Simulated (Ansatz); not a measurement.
**LaN (model cell, started as zinc blende): phonons and vibrational spectra**

How does LaN (model cell, started as zinc blende) vibrate, and is this structure a minimum?

Calculated with Ansatz 0.2.0; DFT LDA, scalar-relativistic, plane waves, PAW.

The structure was built from a prototype and need not be the compound's stable phase.

### 1. The starting structure

The structure is cubic, space group F-43m (No. 216). The conventional cell has a = 5.405 Å, b = 5.405 Å, c = 5.405 Å, α = 90.00°, β = 90.00°, γ = 90.00°. La has 4 N at 2.34 Å nearest. N has 4 La at 2.34 Å nearest. Farther neighbours and most contacts between anions are not listed.

### 2. Bringing the structure to rest

Harmonic phonons are second derivatives at a point where the forces vanish, and they are wanted at zero stress, so atoms and cell are relaxed first.

File input.yaml:

```yaml
crystal:
  lattice:
    - [0.0, 2.70269, 2.70269]
    - [2.70269, 0.0, 2.70269]
    - [2.70269, 2.70269, 0.0]
  atoms:
    - { symbol: La, position: [0.0, 0.0, 0.0] }
    - { symbol: "N", position: [0.25, 0.25, 0.25] }
kpoints:
  mp_grid: { grid: [8, 8, 8] }
hamiltonian:
  xc: lda
scf:
  occupations: { method: gaussian, width: 0.02 }
output:
  forces: true
  stress: true
  eigenvalues: true
  write_density: true
  write_potential: true
  elf: true
  volumetric_format: npy
relax:
  adjacent_minimum: "off"
  f_tol: 0.005
  max_steps: 80
  cell: { stress_tol: 0.05 }
```

Command:

```console
> ansatz run input.yaml --threads 4 --pin off --max-ram 7168MiB --backend cpu --events-out ev --progress --plain --runs-dir out
```

Numbers of over 12 decimals in the logs are rounded to 6 here.

The log of the run:

```text
Engine: ansatz 0.2.0, aarch64-unknown-linux-gnu
Pseudopotentials: kind: paw
Pseudopotential: La, paw, valence charge 11, recommended cutoff 420 eV (normal), La.paw.azcp
Pseudopotential: N, paw, valence charge 5, recommended cutoff 420 eV (normal), N.paw.azcp
Functional definition: SPW92
  exchange = slater_x
  correlation = pw_c
Crystal: 2 atoms, lattice volume = 39.484 Å³
Basis set: ecut = 420 eV, 749 PW (Γ)
Bands: 12, of which v1, the nominal top of the filled ones, is band 8 counted from 1 (7 counted from 0)
Symmetry: 24 space group operations
Space group: F-43m (ITA 216), of the structure as read, at distance tolerance 3.4e-5 Å
k-points: 29 of 512 (time reversal used)
Non-local potential: La, projectors of the file, l = 0: 3, l = 1: 2, l = 2: 2, l = 3: 3
Non-local potential: N, projectors of the file, l = 0: 2, l = 1: 2, l = 2: 1
PAW form: soft (Blöchl's): semilocal exchange-correlation on the pseudo side does not see the compensation charge
PAW frozen core: La, regenerated for the run's functional, and the local potential with it (the file was generated under x = pbe(κ = 0.804, μ = 0.219515), c = pbe(β = 0.066725))
PAW frozen core: N, regenerated for the run's functional, and the local potential with it (the file was generated under x = pbe(κ = 0.804, μ = 0.219515), c = pbe(β = 0.066725))
PAW one-centre angular grid: La, 590 points (default); XC on 64 Gauss nodes
PAW one-centre angular grid: N, 110 points (default); XC on 64 Gauss nodes
Initial density: superposition of atomic densities (neutral atoms: chi_scale 0, normalization atom), corrected by the library's trained network
Initial wavefunctions: pseudopotential atomic-orbital guess
Functional: x = slater, c = lda
SCF iter   1: F=—  HF=-6452.545921 eV  |F-HF|=—  |Δ(HF+E_count)|=         —  Δρ=7.06e-3  dr2=2.14e-2  ethr=1.77e-3  ⟨swp⟩=4.0  Hψ=1683  notcnv=0
preconditioner: auto → none  [insulator: Δε(μ)=0.926 eV  Ē_g=11.821 eV  σ=0.020 eV  W_gap=1.00  n_scr=14 (ndim 8)  ℏωp=22.1 eV  f_vac=0.000  D(μ)=0.00/eV (n_scr^D=0)  ε∞_Penn≈4.5]
SCF iter   2: F=—  HF=-6452.546773 eV  |F-HF|=—  |Δ(HF+E_count)|=   8.53e-4  Δρ=7.50e-3  dr2=2.51e-2  ethr=1.33e-4  ⟨swp⟩=2.4  Hψ=833  notcnv=0
SCF iter   3: F=—  HF=-6452.541662 eV  |F-HF|=—  |Δ(HF+E_count)|=   5.11e-3  Δρ=1.63e-3  dr2=6.29e-4  ethr=1.33e-4  ⟨swp⟩=2.0  Hψ=580  notcnv=0
SCF iter   4: F=—  HF=-6452.541604 eV  |F-HF|=—  |Δ(HF+E_count)|=   5.74e-5  Δρ=1.91e-4  dr2=6.62e-6  ethr=3.93e-6  ⟨swp⟩=2.0  Hψ=691  notcnv=0
SCF iter   5: F=—  HF=-6452.541605 eV  |F-HF|=—  |Δ(HF+E_count)|=   9.06e-7  Δρ=2.98e-5  dr2=1.60e-7  ethr=4.14e-8  ⟨swp⟩=2.0  Hψ=537  notcnv=0
SCF iter   6: F=-6452.541605 eV  HF=-6452.541605 eV  |F-HF|=1.08e-9  |Δ(HF+E_count)|=   7.33e-8  Δρ=3.93e-6  dr2=4.31e-9  ethr=6.25e-10  ⟨swp⟩=8.4  Hψ=2357  notcnv=0
SCF 1 converged in 6 iterations: F = -6452.541605 eV  dr2 = 4.31e-9
  greatest PAW one-centre occupation: 0.974 electrons in one spin orbital (limit 2), on the La atom at site 0 (counted from 0), in its partial waves of l = 0
relax step   1: F+E_penalty+E_count = -6452.54160518 eV  Δ(F+E_penalty+E_count) = +0.000e0 eV  max|allowed force component| = 2.521e-16 eV/Å  Δτ_max = 0.0000 Å  P = +5.840 GPa  Ω = 39.484 Å³  (6 SCF iters, dr2 threshold 1.00e-7 eV, accepted)
Crystal: 2 atoms, lattice volume = 43.350 Å³
Basis set: ecut = 420 eV, 869 PW (Γ)
Initial density: handed on by an earlier stage of this run
Initial wavefunctions: those handed on with the density
iter 1 solved again at ethr=6.69e-4 eV; its pass at ethr=3.10e-3 eV (dr2=1.07e-1 eV) is discarded
SCF iter   1: F=—  HF=-6452.571392 eV  |F-HF|=—  |Δ(HF+E_count)|=         —  Δρ=1.40e-2  dr2=1.07e-1  ethr=6.69e-4  ⟨swp⟩=1.0  Hψ=3598  notcnv=0
preconditioner: auto → none  [insulator: Δε(μ)=0.841 eV  Ē_g=11.566 eV  σ=0.020 eV  W_gap=1.00  n_scr=14 (ndim 8)  ℏωp=21.1 eV  f_vac=0.003  D(μ)=0.00/eV (n_scr^D=0)  ε∞_Penn≈4.3]
SCF iter   2: F=—  HF=-6452.584222 eV  |F-HF|=—  |Δ(HF+E_count)|=   1.28e-2  Δρ=1.71e-2  dr2=1.60e-1  ethr=6.69e-4  ⟨swp⟩=2.9  Hψ=616  notcnv=0
SCF iter   3: F=—  HF=-6452.552385 eV  |F-HF|=—  |Δ(HF+E_count)|=   3.18e-2  Δρ=2.93e-3  dr2=3.68e-3  ethr=6.69e-4  ⟨swp⟩=2.1  Hψ=572  notcnv=0
SCF iter   4: F=—  HF=-6452.551680 eV  |F-HF|=—  |Δ(HF+E_count)|=   7.05e-4  Δρ=2.26e-4  dr2=3.42e-5  ethr=2.30e-5  ⟨swp⟩=2.8  Hψ=596  notcnv=0
SCF iter   5: F=—  HF=-6452.551676 eV  |F-HF|=—  |Δ(HF+E_count)|=   3.57e-6  Δρ=5.92e-5  dr2=1.08e-6  ethr=2.14e-7  ⟨swp⟩=2.0  Hψ=575  notcnv=0
SCF iter   6: F=-6452.551676 eV  HF=-6452.551676 eV  |F-HF|=2.11e-8  |Δ(HF+E_count)|=   2.55e-8  Δρ=8.49e-6  dr2=4.08e-8  ethr=1.25e-9  ⟨swp⟩=10.7  Hψ=2976  notcnv=0
SCF 2 converged in 6 iterations: F = -6452.551676 eV  dr2 = 4.08e-8
relax step   2: F+E_penalty+E_count = -6452.55167645 eV  Δ(F+E_penalty+E_count) = -1.007e-2 eV  max|allowed force component| = 1.272e-16 eV/Å  Δτ_max = 0.0000 Å  P = -3.807 GPa  Ω = 43.350 Å³  energy of the carried Pulay correction = -6.815e-3 eV  (6 SCF iters, dr2 threshold 2.00e-7 eV, accepted)
Crystal: 2 atoms, lattice volume = 41.737 Å³
iter 1 solved again at ethr=8.63e-5 eV; its pass at ethr=3.10e-3 eV (dr2=1.38e-2 eV) is discarded
SCF iter   1: F=—  HF=-6452.578040 eV  |F-HF|=—  |Δ(HF+E_count)|=         —  Δρ=5.26e-3  dr2=1.43e-2  ethr=8.63e-5  ⟨swp⟩=1.1  Hψ=3450  notcnv=0
preconditioner: auto → none  [insulator: Δε(μ)=1.085 eV  Ē_g=11.779 eV  σ=0.020 eV  W_gap=1.00  n_scr=14 (ndim 8)  ℏωp=21.5 eV  f_vac=0.000  D(μ)=0.00/eV (n_scr^D=0)  ε∞_Penn≈4.3]
SCF iter   2: F=—  HF=-6452.579352 eV  |F-HF|=—  |Δ(HF+E_count)|=   1.31e-3  Δρ=6.28e-3  dr2=2.05e-2  ethr=8.63e-5  ⟨swp⟩=2.7  Hψ=606  notcnv=0
SCF iter   3: F=—  HF=-6452.575350 eV  |F-HF|=—  |Δ(HF+E_count)|=   4.00e-3  Δρ=9.72e-4  dr2=3.32e-4  ethr=8.63e-5  ⟨swp⟩=2.1  Hψ=581  notcnv=0
SCF iter   4: F=—  HF=-6452.575288 eV  |F-HF|=—  |Δ(HF+E_count)|=   6.18e-5  Δρ=8.20e-5  dr2=2.21e-6  ethr=2.08e-6  ⟨swp⟩=2.0  Hψ=552  notcnv=0
SCF iter   5: F=—  HF=-6452.575288 eV  |F-HF|=—  |Δ(HF+E_count)|=   6.56e-7  Δρ=2.59e-5  dr2=1.28e-7  ethr=1.25e-9  ⟨swp⟩=11.0  Hψ=3367  notcnv=0
SCF iter   6: F=-6452.575288 eV  HF=-6452.575288 eV  |F-HF|=1.36e-9  |Δ(HF+E_count)|=   4.98e-9  Δρ=2.76e-6  dr2=2.40e-9  ethr=8.01e-10  ⟨swp⟩=6.4  Hψ=2139  notcnv=0
SCF 3 converged in 6 iterations: F = -6452.575288 eV  dr2 = 2.40e-9
relax step   3: F+E_penalty+E_count = -6452.57528845 eV  Δ(F+E_penalty+E_count) = -2.361e-2 eV  max|allowed force component| = 1.087e-16 eV/Å  Δτ_max = 0.0000 Å  P = -0.239 GPa  Ω = 41.737 Å³  energy of the carried Pulay correction = -4.051e-3 eV  (6 SCF iters, dr2 threshold 2.00e-7 eV, accepted)
[...]
relax step   4: F+E_penalty+E_count = -6452.57554376 eV  Δ(F+E_penalty+E_count) = -2.553e-4 eV  max|allowed force component| = 8.558e-17 eV/Å  Δτ_max = 0.0000 Å  P = +0.011 GPa  Ω = 41.634 Å³  energy of the carried Pulay correction = -3.869e-3 eV  (4 SCF iters, dr2 threshold 1.43e-7 eV, accepted)
[...]
relax step   5: F+E_penalty+E_count = -6452.58038600 eV  Δ(F+E_penalty+E_count) = -4.842e-3 eV  max|allowed force component| = 1.295e-16 eV/Å  Δτ_max = 0.0000 Å  P = +0.179 GPa  Ω = 41.634 Å³  stress off target by 1.79e-1 GPa  SCF on the basis re-selected at this cell (its energy is not comparable with the rows above)  (7 SCF iters)
[...]
relax step   6: F+E_penalty+E_count = -6452.58029933 eV  Δ(F+E_penalty+E_count) = +8.668e-5 eV  max|allowed force component| = 1.156e-16 eV/Å  Δτ_max = 0.0000 Å  P = +0.009 GPa  Ω = 41.706 Å³  energy of the carried Pulay correction = -1.289e-4 eV  (4 SCF iters, dr2 threshold 7.99e-8 eV, accepted)
iter 1 solved again at ethr=7.53e-8 eV; its pass at ethr=3.10e-3 eV (dr2=1.20e-5 eV) is discarded
SCF iter   1: F=—  HF=-6452.580480 eV  |F-HF|=—  |Δ(HF+E_count)|=         —  Δρ=1.21e-5  dr2=2.01e-8  ethr=7.53e-8  ⟨swp⟩=3.0  Hψ=2772  notcnv=0
preconditioner: auto → none  [insulator: Δε(μ)=1.019 eV  Ē_g=11.749 eV  σ=0.020 eV  W_gap=1.00  n_scr=14 (ndim 8)  ℏωp=21.5 eV  f_vac=0.000  D(μ)=0.00/eV (n_scr^D=0)  ε∞_Penn≈4.4]
SCF iter   2: F=—  HF=-6452.580481 eV  |F-HF|=—  |Δ(HF+E_count)|=   1.26e-6  Δρ=8.05e-6  dr2=2.73e-8  ethr=1.25e-10  ⟨swp⟩=2.0  Hψ=580  notcnv=0
SCF iter   3: F=—  HF=-6452.580481 eV  |F-HF|=—  |Δ(HF+E_count)|=   3.53e-9  Δρ=4.32e-6  dr2=2.97e-9  ethr=1.25e-10  ⟨swp⟩=2.0  Hψ=464  notcnv=0
SCF iter   4: F=—  HF=-6452.580481 eV  |F-HF|=—  |Δ(HF+E_count)|=  9.19e-11  Δρ=1.10e-6  dr2=1.62e-10  ethr=1.86e-11  ⟨swp⟩=2.0  Hψ=435  notcnv=0
SCF iter   5: F=-6452.580481 eV  HF=-6452.580481 eV  |F-HF|=1.82e-12  |Δ(HF+E_count)|=  3.55e-11  Δρ=1.62e-7  dr2=2.23e-12  ethr=1.00e-12  ⟨swp⟩=4.7  Hψ=1597  notcnv=0
SCF 7 converged in 5 iterations: F = -6452.580481 eV  dr2 = 2.23e-12
relax step   7: F+E_penalty+E_count = -6452.58048080 eV  Δ(F+E_penalty+E_count) = -1.815e-4 eV  max|allowed force component| = 1.365e-16 eV/Å  Δτ_max = 0.0000 Å  P = +0.011 GPa  Ω = 41.706 Å³  stress off target by 1.10e-2 GPa  SCF on the basis re-selected at this cell (its energy is not comparable with the rows above)  (5 SCF iters)
basis re-selected at this cell: Δ(F+E_penalty+E_count) = -1.815e-4 eV, ΔP = +0.002 GPa vs the last step (what re-selecting the basis moved, of the pressure what is left beyond the Pulay correction that the steps carried, after the strain that the cell walked since its last selection, with what the two solves' SCF thresholds leave and, on support functions, any second-order correction that the steps lacked; it is no m [...]
SCF converged after 5 iterations
Free energy (F): -6452.580481 eV
Harris-Foulkes:  -6452.580481 eV  (|F-HF|=1.82e-12)
Internal energy: -6452.580481 eV  (E = F + TS)
E sigma→0 (E₀):  -6452.580481 eV
Fermi energy:    10.115656 eV
--- Per-component energies (eV) ---
  E_band       = -24.643373
  E_kinetic    = 324.074204
  E_local      = -560.753044  (includes V_loc(G=0)·N_el)
  E_nonlocal   = 147.059252
  E_hartree    = 188.369781
  E_xc         = -198.901781
  E_vxc        = -224.800749  (∫ρ·V_xc dr)
  E_paw        = -5361.973468  (= ΣΔE_a)
  E_vpaw       = -86.962679  (= ΣTr[D̂ρ^β])
  E_aug_tail   = 0.000086  (compensation charges beyond the density's cutoff)
  E_ewald      = -990.858272
  E_core_change = 0.402760  (= ΣΔE_core)
  E_smearing   = -0.000000  (= −TS)
  E_closure    = 0.000000  (closes the sum)
  Σ components = -6452.580481   (vs F -6452.580481, Δ=0.00e0)
--- Forces (eV/Å), atoms counted from 1 ---
  atom   1  La     0.00000000     0.00000000     0.00000000
  atom   2  N      0.00000000     0.00000000     0.00000000
  max |Σ_I F_I| component: 4.86e-16 eV/Å
--- Stress (GPa, compression-positive) ---
        0.011032      -0.000000      -0.000000
       -0.000000       0.011032       0.000000
       -0.000000       0.000000       0.011032
  P = ⅓ Tr σ = 0.0110 GPa (0.110 kbar)
--- Band table (eV; the first three rows and the last of 29) ---
  k-point 0: bands = [... 4 lower, -1.8742, 7.4380, 7.4380, 7.4380, 10.6247, 13.4367, 13.4367, 13.4367]
  k-point 1: bands = [... 4 lower, -1.5064, 7.4171, 7.5515, 7.5515, 11.1310, 13.3722, 13.3722, 13.3902]
  k-point 2: bands = [... 4 lower, -0.9705, 7.7233, 7.8001, 7.8001, 11.9037, 13.2706, 13.2706, 13.3661]
  k-point 28: bands = [... 4 lower, 0.1132, 8.1753, 8.2710, 9.2766, 11.9496, 12.9021, 13.5097, 13.6036]
--- Relaxed structure (5 steps of the walk, 5 accepted, 2 SCFs on fresh bases) ---
  F+E_penalty+E_count = -6452.58048080 eV   max|allowed force component| = 1.365e-16 eV/Å   (the final SCF, on the basis selected at the relaxed cell)
  cell:  # Å, volume = 41.7057 Å³
    - [0, 2.752465, 2.752465]
    - [2.752465, 0, 2.752465]
    - [2.752465, 2.752465, 0]
  atoms:
    - { symbol: La, position: [0, 0, 0] }
    - { symbol: N, position: [0.250000, 0.250000, 0.250000] }
```

Elapsed: 11 s, on 4 threads of Arm Neoverse V2, shared host; peak memory 0.34 GiB.

The steps of the relaxation:

```tsv
step	energy less that of the first step (eV)	largest force component (eV/Å)	pressure (GPa)	volume (Å³)
1	0.0000	0.0000	5.84	39.48
2	-0.0101	0.0000	-3.81	43.35
3	-0.0337	0.0000	-0.24	41.74
4	-0.0339	0.0000	0.01	41.63
5*	-0.0388	0.0000	0.18	41.63
6	-0.0387	0.0000	0.01	41.71
7*	-0.0389	0.0000	0.01	41.71
```

Relaxation steps marked * repeat the geometry before them on a plane-wave basis chosen anew for their cell, so energy and pressure can jump there.

Forces are held to the 24 operations that the run works with; a distortion that breaks them can't arise in this run.

```tsv
conventional cell, symmetrised	before	after	change
a (Å)	5.405	5.505	+1.8 %
b (Å)	5.405	5.505	+1.8 %
c (Å)	5.405	5.505	+1.8 %
volume (Å³/atom)	19.74	20.85	+5.6 %
```

Final coordinates:

```xyz
2
Lattice="0.0000 2.7525 2.7525 2.7525 0.0000 2.7525 2.7525 2.7525 0.0000" Properties=species:S:1:pos:R:3 pbc="T T T"
La    0.0000    0.0000    0.0000
N     1.3762    1.3762    1.3762
```

This step gave:

```yaml
pressure: 0.01103 GPa
gap_on_the_k_mesh: 1.019 eV
volume_per_atom: 20.85 Å³
direct_gap_on_mesh: 2.214 eV
```

Valence density in the ac plane of a cell with a along [110], b along [-110] and c along [001] of the cube at fractional y = 0.000, with atoms of La and N within 0.2 Å of it. It is the smooth field of the valence electrons, not physical close to the nuclei.

Values in e/Å³, 8 rows by 16 columns, each cell a mean:
```
1.5 1.2 0.5 0.5 0.5 0.4 1.0 1.5 1.5 1.2 0.5 0.5 0.5 0.4 1.0 1.5
0.6 0.4 0.7 2.4 2.9 1.2 0.4 0.5 0.6 0.4 0.7 2.4 2.9 1.2 0.4 0.5
0.1 0.1 0.5 1.9 2.3 0.9 0.2 0.1 0.1 0.1 0.5 1.9 2.3 0.9 0.2 0.1
0.0 0.1 0.1 0.3 0.3 0.2 0.1 0.0 0.0 0.1 0.1 0.3 0.3 0.2 0.1 0.0
0.0 0.0 0.0 0.1 0.1 0.0 0.0 0.0 0.0 0.0 0.0 0.1 0.1 0.0 0.0 0.0
0.1 0.1 0.0 0.0 0.0 0.0 0.1 0.1 0.1 0.1 0.0 0.0 0.0 0.0 0.1 0.1
0.9 0.5 0.1 0.0 0.0 0.1 0.4 0.8 0.9 0.5 0.1 0.0 0.0 0.1 0.4 0.8
1.6 1.5 0.5 0.1 0.1 0.3 1.2 1.6 1.6 1.5 0.5 0.1 0.1 0.3 1.2 1.6
```
Columns run along a (7.8 Å), rows up along c (5.5 Å), edges of the conventional cell, whose origin can differ from the input's. Atoms in or near the plane, at fractional coordinates: La at (0.50, 0.00), La at (0.00, 0.00), N at (0.75, 0.75), N at (0.25, 0.75).

Electrostatic potential energy in the ac plane of a cell with a along [110], b along [-110] and c along [001] of the cube at fractional y = 0.000, with atoms of La and N within 0.2 Å of it. With pseudopotentials it is smooth inside the atoms' cores, unlike the true potential.

Ten even steps from '0' (-37 eV) to '9' (14 eV), each cell a mean:
```
4027999850240279998502
0158878873101588788731
5688412787556884127875
8898100599888981005998
9999402799999994027999
9999878999999998789999
9999999999999999999999
9999999999999999999999
9999999999999999999999
9999999999999999999999
9999999999999999999999
7889999988778899999887
2478999875324789998753
1047999862010479998620
6127999840361279998403
```
Columns run along a (7.8 Å; values clipped at the 3rd and 97th percentile), rows up along c (5.5 Å), edges of the conventional cell, whose origin can differ from the input's. Atoms in or near the plane, at fractional coordinates: La at (0.50, 0.00), La at (0.00, 0.00), N at (0.75, 0.75), N at (0.25, 0.75).

ELF in the ac plane of a cell with a along [110], b along [-110] and c along [001] of the cube at fractional y = 0.000, with atoms of La and N within 0.2 Å of it. It is the smooth field of the valence electrons, not physical close to the nuclei.

Values, 8 rows by 16 columns, each cell a mean:
```
0.49 0.67 0.38 0.53 0.62 0.36 0.60 0.57 0.49 0.67 0.38 0.53 0.62 0.36 0.60 0.57
0.50 0.33 0.59 0.65 0.54 0.70 0.35 0.44 0.50 0.33 0.59 0.65 0.54 0.70 0.35 0.44
0.08 0.35 0.74 0.72 0.65 0.78 0.51 0.12 0.08 0.35 0.74 0.72 0.65 0.78 0.51 0.12
0.07 0.20 0.40 0.52 0.54 0.46 0.27 0.10 0.07 0.20 0.40 0.52 0.54 0.46 0.27 0.10
0.06 0.05 0.06 0.07 0.08 0.06 0.05 0.06 0.06 0.05 0.06 0.07 0.08 0.06 0.05 0.06
0.09 0.07 0.04 0.03 0.02 0.03 0.06 0.09 0.09 0.07 0.04 0.03 0.02 0.03 0.06 0.09
0.67 0.60 0.26 0.04 0.03 0.15 0.51 0.67 0.67 0.60 0.26 0.04 0.03 0.15 0.51 0.67
0.35 0.80 0.55 0.13 0.12 0.34 0.82 0.52 0.35 0.80 0.55 0.13 0.12 0.34 0.82 0.52
```
Columns run along a (7.8 Å), rows up along c (5.5 Å), edges of the conventional cell, whose origin can differ from the input's. Atoms in or near the plane, at fractional coordinates: La at (0.50, 0.00), La at (0.00, 0.00), N at (0.75, 0.75), N at (0.25, 0.75).

In this step the volume went from 19.74 to 20.85 Å³/atom.

### 3. Tight relaxation

Phonons need a cell at rest on their own settings, so the relaxation is repeated with tight tolerances on forces and stress, using the mesh and the filling of the phonon run that follows.

File input.yaml:

```yaml
crystal:
  lattice:
    - [0.0, 2.7524652929, 2.7524652929]
    - [2.7524652929, 0.0, 2.7524652929]
    - [2.7524652929, 2.7524652929, 0.0]
  atoms:
    - { symbol: La, position: [0.0, 0.0, 0.0] }
    - { symbol: "N", position: [0.25, 0.25, 0.25] }
kpoints:
  mp_grid: { grid: [8, 8, 8] }
hamiltonian:
  xc: lda
scf:
  occupations: { method: fixed }
output:
  forces: true
  stress: true
  eigenvalues: true
relax:
  adjacent_minimum: "off"
  f_tol: 0.001
  max_steps: 60
  cell: { stress_tol: 0.01 }
```

The log of the run:

```text
[...]
Crystal: 2 atoms, lattice volume = 41.706 Å³
Basis set: ecut = 420 eV, 869 PW (Γ)
Bands: 12, of which v1, the nominal top of the filled ones, is band 8 counted from 1 (7 counted from 0)
Symmetry: 24 space group operations
[...]
k-points: 29 of 512 (time reversal used)
[...]
k-point 28: bands = [... 4 lower, 0.1097, 8.1728, 8.2686, 9.2741, 11.9463, 12.8991, 13.5063, 13.6002]
--- Relaxed structure (2 steps of the walk, 2 accepted, 1 SCFs on fresh bases) ---
[...]
cell:  # Å, volume = 41.7145 Å³
    - [0, 2.752658, 2.752658]
    - [2.752658, 0, 2.752658]
    - [2.752658, 2.752658, 0]
  atoms:
    - { symbol: La, position: [0, 0, 0] }
    - { symbol: N, position: [0.25, 0.25, 0.25] }
[key lines of the parts left out:]
SCF converged after 5 iterations
Free energy (F): -6452.580512 eV
Fermi energy:    9.603070 eV
P = ⅓ Tr σ = -0.0093 GPa (-0.093 kbar)
```

Run time: 4.7 s. Hardware: 4 threads; peak memory 0.33 GiB; 6 s of CPU time.

Little changed from the start: no atom moved by 0.005 Å and no cell edge by 0.1 %.

This step gave:

- pressure: -0.009260 GPa
- volume per atom: 20.86 Å³
- direct gap on mesh: 2.213 eV

The forces vanish by symmetry and the pressure is -0.009 GPa, within the tolerances set. The cell now holds 20.86 Å³/atom.

(Continued in part 2 of 2.)

[Logs are printed without paths, hosts, clocks, repeated set-up lines and the standing remarks that a program may print on its own settings, such as how far it seeks lower states.]

[Hosts, paths, dates, database ids (printed as entryN), source tags and the programs' standing remarks are cut or masked in the printed files.]
